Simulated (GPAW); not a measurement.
Consider BaLiF3 (Pm-3m).

```cif
data_structure
_symmetry_space_group_name_H-M 'P 1'
_symmetry_Int_Tables_number 1
_cell_length_a 3.9886
_cell_length_b 3.9886
_cell_length_c 3.9886
_cell_angle_alpha 90.000
_cell_angle_beta 90.000
_cell_angle_gamma 90.000
_cell_volume 63.45
loop_
_atom_site_label
_atom_site_type_symbol
_atom_site_fract_x
_atom_site_fract_y
_atom_site_fract_z
_atom_site_occupancy
Ba1 Ba 0.00000 0.00000 0.00000 1
F2 F 0.50000 0.00000 0.50000 1
F3 F 0.50000 0.50000 0.00000 1
F4 F 0.00000 0.50000 0.50000 1
Li5 Li 0.50000 0.50000 0.50000 1
```

Absorber: atom 5, with 6 F at 1.99 Å (octahedral, site symmetry m-3m). Method: GPAW, LDA, full core hole (charged cell), 10-atom cell with 5.6 Å between holes, 6×6×6 k points, dipole transitions, Gaussian full width 0.9 eV up to 4 eV, rising linearly to 3.5 eV at 25 eV.

Q: What does the Li K edge look like?

Main maxima up to 24 eV above the zero (height): 3.6 eV (1.79), 5.5 eV (6.11), 9.3 eV (0.64), 12.6 eV (0.56) and 15.9 eV (0.57). A K edge sees empty p states on the absorber. The total-energy difference plus the lowest empty eigenvalue puts the zero at 59.20 eV. One term is added: -3.34 eV, since the hole is spin-paired here and a spin-polarised one costs that much less in the free atom (computed apart). The photon energy is then 55.86 eV. The tabulated edge of the element is 54.7 eV. The functional and the charged cell's background leave an error in such absolute values: in the free atom LDA prices this hole 1.0 eV below PBE (computed apart), and PBE is itself good to a few eV.

The Li K spectrum (energy from the lowest empty level; intensity scaled to a mean of 1 over the first 20 eV):

| E (eV) | intensity |
| --- | --- |
| -2.00 | 0.00 |
| -1.25 | 0.00 |
| -0.50 | 0.00 |
| 0.25 | 0.02 |
| 1.00 | 0.30 |
| 1.75 | 1.07 |
| 2.50 | 1.47 |
| 3.25 | 1.71 |
| 4.00 | 1.65 |
| 4.75 | 2.94 |
| 5.50 | 6.11 |
| 6.25 | 2.74 |
| 7.00 | 0.72 |
| 7.75 | 0.40 |
| 8.50 | 0.45 |
| 9.25 | 0.64 |
| 10.00 | 0.51 |
| 10.75 | 0.35 |
| 11.50 | 0.44 |
| 12.25 | 0.55 |
| 13.00 | 0.54 |
| 13.75 | 0.46 |
| 14.50 | 0.45 |
| 15.25 | 0.52 |
| 16.00 | 0.57 |
| 16.75 | 0.51 |
| 17.50 | 0.44 |
| 18.25 | 0.39 |
| 19.00 | 0.37 |
| 19.75 | 0.34 |
| 20.50 | 0.32 |
| 21.25 | 0.31 |
| 22.00 | 0.31 |
| 22.75 | 0.30 |
| 23.50 | 0.30 |
| 24.25 | 0.29 |
| 25.00 | 0.29 |
| 25.75 | 0.28 |
| 26.50 | 0.28 |
| 27.25 | 0.28 |
| 28.00 | 0.30 |
| 28.75 | 0.31 |
| 29.50 | 0.31 |

The holes are only 5.6 Å apart, so the shape is probably not converged with cell size; no larger cell was run here. The mesh is coarse (0.26 Å⁻¹ between points), so small maxima may be mesh ripples. The structure is a computed Materials Project entry and may be a hypothetical form.

[Banner, clock and machine lines of the logs are left out without a mark of their own.]

[Logs are printed without paths, hosts, clocks, repeated set-up lines and the standing remarks that a program may print on its own settings, such as how far it seeks lower states.]

[Hosts, paths, dates, database ids (printed as entryN), source tags and the programs' standing remarks are cut or masked in the printed files.]

[Lists of maxima count a maximum above −3 eV only where it reaches 4 % of the highest in the window and stands out from its surroundings by 2 % of it (1.5 % where it reaches 55 %); shoulders and weaker maxima are passed over, and of the rest the first, up to two pre-edge ones and the few strongest are named.]
